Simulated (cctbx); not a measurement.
# Accept or mend?

Cell a = 2.6730 Å, b = 8.9920 Å, c = 6.7320 Å, α = 90.00°, β = 90.00°, γ = 90.00°; space group Cmcm (no. 63). The compound is Cr3B2.

Simulated single-crystal data (cctbx): synchrotron X-rays, λ = 0.4959 Å, to d = 0.6 Å, 70 % of the full sphere, strongest reflection 70000 counts, noise from counting, a 3 % proportional error and a noise floor of 15 counts (s.d.); no absorption.

An anisotropic refinement with weights 1/σ² prints:

```text
Rint 0.024, 243 unique reflections to 0.60 A
cycle     R1     wR2    GooF  max shift (A)
   1  0.0110  0.0235   1.089   0.00020
   2  0.0096  0.0205   0.950   0.00000
final R1 0.0096 wR2 0.0205 GooF 0.950  parameters 18  data/parameter 13.5
atom        x        y        z      Ueq    occ   su(xyz)  su(Uiso or U11)
Cr1    0.50000  0.35039  0.92730   0.0054  1.000  0.00002  0.0001
Cr2    0.50000  0.09640  0.75000   0.0047  1.000  0.00003  0.0001
B1     0.50000  0.00000  0.00000   0.0071  1.000  0.00000  0.0005
B2     0.00000  0.24641  0.75000   0.0087  1.000  0.00018  0.0005
difference map: max 0.44 min -0.36 rms 0.11
Q1    0.0000  0.3458  0.0896    8    0.46  1.20 A from Cr2
Q2    0.2165  0.3799  0.6003   16    0.42  0.82 A from Cr1
Q3    0.0000  0.2787  0.6207    8    0.38  0.92 A from B2
Q4    0.0000  0.9986  0.0971    8    0.36  1.37 A from Cr1
Q5    0.2158  0.1685  0.7500    8    0.33  0.91 A from B2
Q6    0.0000  0.0061  0.2500    4    0.30  1.62 A from Cr2
```

**Question.** Can this result stand? If not, what is the likely fault?

It can stand. The set-up had a fault (anomalous dispersion left out), but the figures of merit move little: R1 = 0.0096, wR2 = 0.0205, GooF = 0.95 against R1 = 0.0095, wR2 = 0.0203, GooF = 0.94 for the right model.

The compound is Cr3B2. The right model at the same level gives:

```text
Rint 0.024, 243 unique reflections to 0.60 A
cycle     R1     wR2    GooF  max shift (A)
   1  0.0096  0.0206   0.952   0.00017
   2  0.0095  0.0203   0.940   0.00000
final R1 0.0095 wR2 0.0203 GooF 0.940  parameters 18  data/parameter 13.5
atom        x        y        z      Ueq    occ   su(xyz)  su(Uiso or U11)
Cr1    0.50000  0.35038  0.92730   0.0057  1.000  0.00002  0.0001
Cr2    0.50000  0.09640  0.75000   0.0050  1.000  0.00002  0.0001
B1     0.50000  0.00000  0.00000   0.0067  1.000  0.00000  0.0005
B2     0.00000  0.24641  0.75000   0.0084  1.000  0.00018  0.0005
difference map: max 0.43 min -0.35 rms 0.11
Q1    0.0000  0.3454  0.0895    8    0.45  1.20 A from Cr2
Q2    0.2225  0.3794  0.5997   16    0.43  0.81 A from Cr1
Q3    0.0000  0.2794  0.6203    8    0.37  0.92 A from B2
Q4    0.0000  0.9987  0.0963    8    0.35  1.37 A from Cr1
Q5    0.2191  0.1680  0.7500    8    0.33  0.92 A from B2
Q6    0.0000  0.0000  0.2500    4    0.29  1.59 A from Cr2
```

The model is made up (kin elements in a known structure type, no relaxation), so it says nothing on whether the phase exists.

[Middle refinement cycles are left out of these outputs.]

[Logs are printed without paths, hosts, clocks, repeated set-up lines and the standing remarks that a program may print on its own settings, such as how far it seeks lower states.]
